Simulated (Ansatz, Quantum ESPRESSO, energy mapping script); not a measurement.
# Spin model of MnS from collinear orders

How strongly do the moments of MnS couple under PBE, QE, GBRV? The plan is to run several orders and fit a Heisenberg model.

Method: PBE; plane waves, collinear spin, no spin–orbit coupling, in Quantum ESPRESSO 7.5.

**Measured values to reproduce.**

For MnS, rock salt (x = 0), “Single-Crystal and Powder Neutron Diffraction Study of FeXMn1-XS Solid Solutions” (2011, arxiv:1108.4537) gives, by neutron diffraction: ordering temperature (Neel temperature) 150 K.

This is a report of a sequence of runs, with most program output left out.

The database entry behind the starting cell differs from later determinations by our own check (an axis about 0.2 % short against later determinations), so it need not match the best structure at ambient conditions.

## 1. Starting point

The structure is cubic, space group Fm-3m (No. 225). Conventional cell: a = 5.209 Å, b = 5.209 Å, c = 5.209 Å, α = 90.00°, β = 90.00°, γ = 90.00°. Nearest to Mn lie 6 S at 2.60 Å. Nearest to S lie 6 Mn at 2.60 Å. Farther neighbours and most contacts between anions are not listed.

A plain semilocal functional is the cheapest rung. It tends to spread open shells too far. These runs use Quantum ESPRESSO.

## 2. Run 1 (parallel; cell A, 4 atoms)

The parallel order is the zero of energy for this cell and mesh.

The potential files are GBRV's for PBE; pw.x takes the functional from them.

Input file pw.in:

```
&control
  calculation = 'scf'
  prefix = 'pw'
  outdir = './tmp/'
  pseudo_dir = './pseudo/'
  verbosity = 'low'
/
&system
  ibrav = 0
  nat = 4
  ntyp = 2
  ecutwfc = 45
  ecutrho = 360
  nbnd = 38
  occupations = 'smearing'
  smearing = 'fd'
  degauss = 0.00367493
  nspin = 2
  starting_magnetization(1) = 0.3000
/
&electrons
  conv_thr = 1.0e-08
  electron_maxstep = 120
  mixing_beta = 0.3
  mixing_mode = 'plain'
/
ATOMIC_SPECIES
  Mn 54.9380 Mn.upf
  S 32.0600 S.upf
CELL_PARAMETERS angstrom
  0.00000000 -2.60450000 -2.60450000
  -2.60450000 0.00000000 -2.60450000
  2.60450000 2.60450000 -5.20900000
ATOMIC_POSITIONS crystal
  Mn 0.50000000 0.50000000 0.50000000
  Mn 0.00000000 0.00000000 0.00000000
  S 0.75000000 0.75000000 0.75000000
  S 0.25000000 0.25000000 0.25000000
K_POINTS automatic
  7 7 7 0 0 0
```

Command:

```console
$ OMP_NUM_THREADS=1 mpirun -n 4 pw.x -nk 4 -in pw.in > pw.out
```

The job ended after 37 s (4 MPI ranks of Arm Neoverse V2, shared host; peak memory 0.61 GiB; 2.5 min of CPU time).

Spin moment in the sphere by atom:

```
atom  spin moment in the sphere (μB)
 Mn1                            4.21
 Mn2                            4.21
  S3                            0.14
  S4                            0.14
```

The run ends ferromagnetic.

## 3. Order 2: compensated +−, cell A of 4 atoms

This order reverses 6 of the 12 neighbours at 3.68 Å, 6 of the 6 neighbours at 5.21 Å and 12 of the 24 neighbours at 6.38 Å, counted for an average magnetic atom.

pw.in: that of step 2 with these lines changed.

```diff
@@ -10,6 +10,6 @@
   nat = 4
-  ntyp = 2
+  ntyp = 3
   ecutwfc = 45
   ecutrho = 360
-  nbnd = 38
+  nbnd = 33
   occupations = 'smearing'
@@ -19,2 +19,3 @@
   starting_magnetization(1) = 0.3000
+  starting_magnetization(2) = -0.3000
 /
@@ -27,3 +28,4 @@
 ATOMIC_SPECIES
-  Mn 54.9380 Mn.upf
+  Mn1 54.9380 Mn.upf
+  Mn2 54.9380 Mn.upf
   S 32.0600 S.upf
@@ -34,4 +36,4 @@
 ATOMIC_POSITIONS crystal
-  Mn 0.50000000 0.50000000 0.50000000
-  Mn 0.00000000 0.00000000 0.00000000
+  Mn1 0.50000000 0.50000000 0.50000000
+  Mn2 0.00000000 0.00000000 0.00000000
   S 0.75000000 0.75000000 0.75000000
```

Run time: 34 s. Hardware: 4 MPI ranks; peak memory 0.6 GiB; 2.3 min of CPU time.

Spin moment in the sphere by atom:

```
atom  spin moment in the sphere (μB)
 Mn1                            4.17
 Mn2                           -4.17
  S3                            0.00
  S4                            0.00
```

The run ends antiferromagnetic, 132.32 meV a magnetic atom below the parallel order of its cell.

## 4. Run 3 (parallel; cell B, 4 atoms)

The parallel order again, as the reference for this cell.

This run holds the same structure in another cell (c 6.380 → 5.209 Å, α 73.2 → 90.0°, β 73.2 → 90.0°, γ 60.0 → 90.0°).

Input file pw.in:

```
&control
  calculation = 'scf'
  prefix = 'pw'
  outdir = './tmp/'
  pseudo_dir = './pseudo/'
  verbosity = 'low'
/
&system
  ibrav = 0
  nat = 4
  ntyp = 2
  ecutwfc = 45
  ecutrho = 360
  nbnd = 38
  occupations = 'smearing'
  smearing = 'fd'
  degauss = 0.00367493
  nspin = 2
  starting_magnetization(1) = 0.3000
/
&electrons
  conv_thr = 1.0e-08
  electron_maxstep = 120
  mixing_beta = 0.3
  mixing_mode = 'plain'
/
ATOMIC_SPECIES
  Mn 54.9380 Mn.upf
  S 32.0600 S.upf
CELL_PARAMETERS angstrom
  0.00000000 -2.60450000 -2.60450000
  0.00000000 2.60450000 -2.60450000
  5.20900000 0.00000000 0.00000000
ATOMIC_POSITIONS crystal
  Mn 0.50000000 0.50000000 0.50000000
  Mn 0.00000000 0.00000000 0.00000000
  S 0.50000000 0.50000000 0.00000000
  S 0.00000000 0.00000000 0.50000000
K_POINTS automatic
  6 6 4 0 0 0
```

Run time: 24 s. Hardware: 4 MPI ranks; peak memory 0.56 GiB; 98 s of CPU time.

The run ends ferromagnetic. For each magnetic atom its energy differs from the parallel run of the first cell by -1.01 meV, an error that one common reference would have brought in.

## 5. Compensated +− start in cell B (4 atoms)

This order reverses 8 of the 12 neighbours at 3.68 Å, 0 of the 6 neighbours at 5.21 Å and 16 of the 24 neighbours at 6.38 Å, counted for an average magnetic atom.

pw.in: that of step 4 with these lines changed.

```diff
@@ -10,6 +10,6 @@
   nat = 4
-  ntyp = 2
+  ntyp = 3
   ecutwfc = 45
   ecutrho = 360
-  nbnd = 38
+  nbnd = 33
   occupations = 'smearing'
@@ -19,2 +19,3 @@
   starting_magnetization(1) = 0.3000
+  starting_magnetization(2) = -0.3000
 /
@@ -27,3 +28,4 @@
 ATOMIC_SPECIES
-  Mn 54.9380 Mn.upf
+  Mn1 54.9380 Mn.upf
+  Mn2 54.9380 Mn.upf
   S 32.0600 S.upf
@@ -34,4 +36,4 @@
 ATOMIC_POSITIONS crystal
-  Mn 0.50000000 0.50000000 0.50000000
-  Mn 0.00000000 0.00000000 0.00000000
+  Mn1 0.50000000 0.50000000 0.50000000
+  Mn2 0.00000000 0.00000000 0.00000000
   S 0.50000000 0.50000000 0.00000000
```

Wall time 24 s (4 MPI ranks); peak memory 0.42 GiB; 95 s of CPU time.

The run ends antiferromagnetic, 31.61 meV a magnetic atom below the parallel order of its cell (energies taken at zero occupation width, not the printed F).

## 6. Order 5: parallel, cell C of 6 atoms

Input file pw.in:

```
&control
  calculation = 'scf'
  prefix = 'pw'
  outdir = './tmp/'
  pseudo_dir = './pseudo/'
  verbosity = 'low'
/
&system
  ibrav = 0
  nat = 6
  ntyp = 2
  ecutwfc = 45
  ecutrho = 360
  nbnd = 54
  occupations = 'smearing'
  smearing = 'fd'
  degauss = 0.00367493
  nspin = 2
  starting_magnetization(1) = 0.3000
/
&electrons
  conv_thr = 1.5e-08
  electron_maxstep = 120
  mixing_beta = 0.3
  mixing_mode = 'plain'
/
ATOMIC_SPECIES
  Mn 54.9380 Mn.upf
  S 32.0600 S.upf
CELL_PARAMETERS angstrom
  0.00000000 2.60450000 2.60450000
  -2.60450000 0.00000000 -2.60450000
  -5.20900000 -5.20900000 5.20900000
ATOMIC_POSITIONS crystal
  Mn 0.00000000 0.00000000 0.00000000
  Mn 0.33333333 0.66666667 0.66666667
  Mn 0.66666667 0.33333333 0.33333333
  S 0.66666667 0.33333333 0.83333333
  S 0.00000000 0.00000000 0.50000000
  S 0.33333333 0.66666667 0.16666667
K_POINTS automatic
  7 7 3 0 0 0
```

Elapsed: 40 s, on 4 MPI ranks; peak memory 0.71 GiB; 2.7 min of CPU time.

The run ends ferromagnetic. For each magnetic atom its energy differs from the parallel run of the first cell by -0.86 meV, an error that one common reference would have brought in.

## 7. Run 6 (uncompensated ++−; cell C, 6 atoms)

This order reverses 4 of the 12 neighbours at 3.68 Å, 4 of the 6 neighbours at 5.21 Å and 12 of the 24 neighbours at 6.38 Å, counted for an average magnetic atom.

pw.in: that of step 6 with these lines changed.

```diff
@@ -10,6 +10,6 @@
   nat = 6
-  ntyp = 2
+  ntyp = 3
   ecutwfc = 45
   ecutrho = 360
-  nbnd = 54
+  nbnd = 49
   occupations = 'smearing'
@@ -19,2 +19,3 @@
   starting_magnetization(1) = 0.3000
+  starting_magnetization(2) = -0.3000
 /
@@ -27,3 +28,4 @@
 ATOMIC_SPECIES
-  Mn 54.9380 Mn.upf
+  Mn1 54.9380 Mn.upf
+  Mn2 54.9380 Mn.upf
   S 32.0600 S.upf
@@ -34,5 +36,5 @@
 ATOMIC_POSITIONS crystal
-  Mn 0.00000000 0.00000000 0.00000000
-  Mn 0.33333333 0.66666667 0.66666667
-  Mn 0.66666667 0.33333333 0.33333333
+  Mn1 0.00000000 0.00000000 0.00000000
+  Mn1 0.33333333 0.66666667 0.66666667
+  Mn2 0.66666667 0.33333333 0.33333333
   S 0.66666667 0.33333333 0.83333333
```

Run time: 42 s. Hardware: 4 MPI ranks; peak memory 0.78 GiB; 2.8 min of CPU time.

The run ends ferrimagnetic, 88.35 meV a magnetic atom below the parallel order of its cell (energies taken at zero occupation width, not the printed F).

## 8. Order 7: parallel, cell D of 6 atoms

A new cell needs its own zero of energy.

This run holds the same structure in another cell (b 3.683 → 5.209 Å, c 9.022 → 6.380 Å, α 90.0 → 114.1°, β 90.0 → 106.8°, γ 120.0 → 90.0°).

Input file pw.in:

```
&control
  calculation = 'scf'
  prefix = 'pw'
  outdir = './tmp/'
  pseudo_dir = './pseudo/'
  verbosity = 'low'
/
&system
  ibrav = 0
  nat = 6
  ntyp = 2
  ecutwfc = 45
  ecutrho = 360
  nbnd = 54
  occupations = 'smearing'
  smearing = 'fd'
  degauss = 0.00367493
  nspin = 2
  starting_magnetization(1) = 0.3000
/
&electrons
  conv_thr = 1.5e-08
  electron_maxstep = 120
  mixing_beta = 0.3
  mixing_mode = 'plain'
/
ATOMIC_SPECIES
  Mn 54.9380 Mn.upf
  S 32.0600 S.upf
CELL_PARAMETERS angstrom
  0.00000000 -2.60450000 -2.60450000
  -5.20900000 0.00000000 0.00000000
  2.60450000 5.20900000 -2.60450000
ATOMIC_POSITIONS crystal
  Mn 0.66666667 0.66666667 0.33333333
  Mn 0.33333333 0.33333333 0.66666667
  Mn 0.00000000 0.00000000 0.00000000
  S 0.66666667 0.16666667 0.33333333
  S 0.33333333 0.83333333 0.66666667
  S 0.00000000 0.50000000 0.00000000
K_POINTS automatic
  6 6 6 0 0 0
```

It took 94 s on 4 MPI ranks; peak memory 0.9 GiB.

The run ends ferromagnetic. For each magnetic atom its energy differs from the parallel run of the first cell by 0.54 meV, an error that one common reference would have brought in.

## 9. Run 8 (uncompensated ++−; cell D, 6 atoms)

This order reverses 6.67 of the 12 neighbours at 3.68 Å, 2.67 of the 6 neighbours at 5.21 Å and 8 of the 24 neighbours at 6.38 Å, counted for an average magnetic atom.

pw.in: that of step 8 with these lines changed.

```diff
@@ -10,6 +10,6 @@
   nat = 6
-  ntyp = 2
+  ntyp = 3
   ecutwfc = 45
   ecutrho = 360
-  nbnd = 54
+  nbnd = 49
   occupations = 'smearing'
@@ -19,2 +19,3 @@
   starting_magnetization(1) = 0.3000
+  starting_magnetization(2) = -0.3000
 /
@@ -27,3 +28,4 @@
 ATOMIC_SPECIES
-  Mn 54.9380 Mn.upf
+  Mn1 54.9380 Mn.upf
+  Mn2 54.9380 Mn.upf
   S 32.0600 S.upf
@@ -34,5 +36,5 @@
 ATOMIC_POSITIONS crystal
-  Mn 0.66666667 0.66666667 0.33333333
-  Mn 0.33333333 0.33333333 0.66666667
-  Mn 0.00000000 0.00000000 0.00000000
+  Mn1 0.66666667 0.66666667 0.33333333
+  Mn1 0.33333333 0.33333333 0.66666667
+  Mn2 0.00000000 0.00000000 0.00000000
   S 0.66666667 0.16666667 0.33333333
```

It took 87 s on 4 MPI ranks; peak memory 0.9 GiB.

The run ends ferrimagnetic, 76.80 meV a magnetic atom below the parallel order of its cell (energies taken at zero occupation width, not the printed F).

## 10. From energies to couplings

Each energy difference is a sum of couplings weighted by the pairs that the order reverses. A few near shells are fitted to the differences by least squares. Energies are those extrapolated to zero occupation width, not the free energies F.

Energies from the parallel order of the same cell:

```
                      order  atoms  energy (meV a magnetic atom)  moments (μB)  moments kept as typed  opposed neighbours at 3.68, 5.21, 6.38 Å
         parallel in cell A      4                          0.00          4.21                    yes                                   0, 0, 0
   compensated +− in cell A      4                       -132.32          4.17                    yes                                  6, 6, 12
         parallel in cell B      4                          0.00          4.21                    yes                                   0, 0, 0
   compensated +− in cell B      4                        -31.61          4.21                    yes                                  8, 0, 16
         parallel in cell C      6                          0.00          4.19                    yes                                   0, 0, 0
uncompensated ++− in cell C      6                        -88.35  4.14 to 4.25                    yes                                  4, 4, 12
         parallel in cell D      6                          0.00          4.20                    yes                                   0, 0, 0
uncompensated ++− in cell D      6                        -76.80  4.15 to 4.25                    yes                             6.67, 2.67, 8
```

The Heisenberg fit (each pair counts twice, positive J is ferromagnetic):

```
 pair  distance (Å)  neighbours  J (meV)
Mn–Mn          3.68          12    -2.23
Mn–Mn          5.21           6    -9.09
Mn–Mn          6.38          24    0.120
```

Adding the shell at 7.37 Å gives -2.1, -9.1, 0.082 and -0.099 meV and a mean-field temperature of 411 K, an exact solve that tests nothing.

Limits of this fit: some orders are gapless and others have a gap.

In mean field these couplings order at 422 K, at q = (0.50, 0.50, 0.50) in fractions of the conventional cell's reciprocal vectors, and give a Curie–Weiss temperature of -607 K.

## 11. Ordering temperature by Monte Carlo

Mean field ignores fluctuations and overstates the ordering temperature, so the model is also sampled. The heat capacity peaks where order sets in.

Classical unit spins with these couplings on 8×8×4 copies of a cell that holds the lowest order (512 spins), heat-bath sweeps, cooled from random directions, 1009 sweeps to settle and 3027 measured at each temperature, averaged over 4 runs.

```
T (K)  order along the lowest pattern  net moment  heat capacity (k_B a spin)
 50.6                            0.41        0.01                        1.05
 86.6                            0.46        0.01                        1.11
  141                            0.37        0.01                        1.19
  176                            0.37        0.02                        1.21
  212                            0.34        0.02                        1.37
  266                            0.28        0.02                        1.79
  284                            0.25        0.02                        1.88
  302                            0.21        0.02                        1.81
  338                            0.16        0.02                        1.21
  374                            0.12        0.02                        0.68
  428                            0.09        0.03                        0.38
  464                            0.08        0.03                        0.30
```

The smoothed heat capacity peaks at 284 K. The order column follows one pattern alone; equivalent domains or another pattern share the rest.

## 12. Comparison

The first set of orders, under PBE+U (3.6 eV), QE, GBRV, took 27 min of CPU time summed over its finished orders (seed run apart), these 25 min.

```
                           quantity  this set  first set
                   J at 3.68 Å, meV     -2.23      -1.39
                   J at 5.21 Å, meV     -9.09      -4.13
                   J at 6.38 Å, meV     0.120    -0.0923
ordering temperature, mean field, K       422        192
 heat-capacity peak, Monte Carlo, K       284        129
```

The coupling that led in the first set goes from -4.13 to -9.09 meV.

## 13. Outcome

```json
{
 "lowest order tried": "compensated +− in cell A",
 "largest fitted value, Mn–Mn at 5.21 Å": "-9.09 meV",
 "ordering temperature, mean field": "422 K",
 "heat-capacity peak, Monte Carlo": "284 K"
}
```

**Reading.** Of the orders tried, MnS prefers the order “compensated +− in cell A” under PBE, QE, GBRV, with 6 of 12 neighbours at 3.68 Å, 6 of 6 neighbours at 5.21 Å and 12 of 24 neighbours at 6.38 Å opposed, and the heat capacity of the fitted model peaks near 284 K (Monte Carlo, classical spins). The coupling at 5.21 Å is 2.2 times that of the first set, at 0.94 times the CPU time. The largest fitted coupling is the Mn–Mn pair at 5.21 Å, antiferromagnetic at -9.1 meV, across a ligand at about 180°. The orders also reverse pairs at 7.37 Å, which are not fitted, so the fitted values hold their part too. With 4 differences for 3 couplings the fit misses by 0.66 meV at most, a small part of the spread. In the fitted orders moments change by up to 1.3 % against the parallel run of the same cell, so their size stays put. The fit is in doubt: some orders are gapless and others have a gap. The couplings are then rough, the small ones most of all. Monte Carlo puts the peak at 0.67 of the mean-field temperature, since mean field leaves out fluctuations. In tests on simple cubic and body-centred models such peaks lay 5 to 6 % under the bulk value. On cooling, the order along the one computed pattern stays at or under 0.46: the model settles in an equivalent domain, a degenerate mixture or another order.

1 further run of the session is left out of this account and of its counts and ranges: runs hit by known faults of a program or its files, repeats, responses too ill-conditioned to give a U, cells squeezed past sense, harmless faults, or fits whose shells could not be counted again from the structure.

Calculation against experiment:

| quantity | measured | PBE, QE, GBRV, Monte Carlo |
| --- | --- | --- |
| ordering temperature (spin model) (K) | 150 | 284 (+89.6 %) |

Measured values from arxiv:1108.4537 (2011).

How well it matches: The ordering temperature is off by +89.6 %: a clear miss. No cell relaxation is part of this session.

[Logs and program files are shortened in this print: banners, set-up blocks, solver, clock and traceback lines can be left out without a mark of their own.]

[Logs are printed without paths, hosts, clocks, repeated set-up lines and the standing remarks that a program may print on its own settings, such as how far it seeks lower states.]

[Hosts, paths, dates, database ids (printed as entryN), source tags and the programs' standing remarks are cut or masked in the printed files.]

[Where a cell is said to come from a database of computed structures, the database is the Materials Project.]
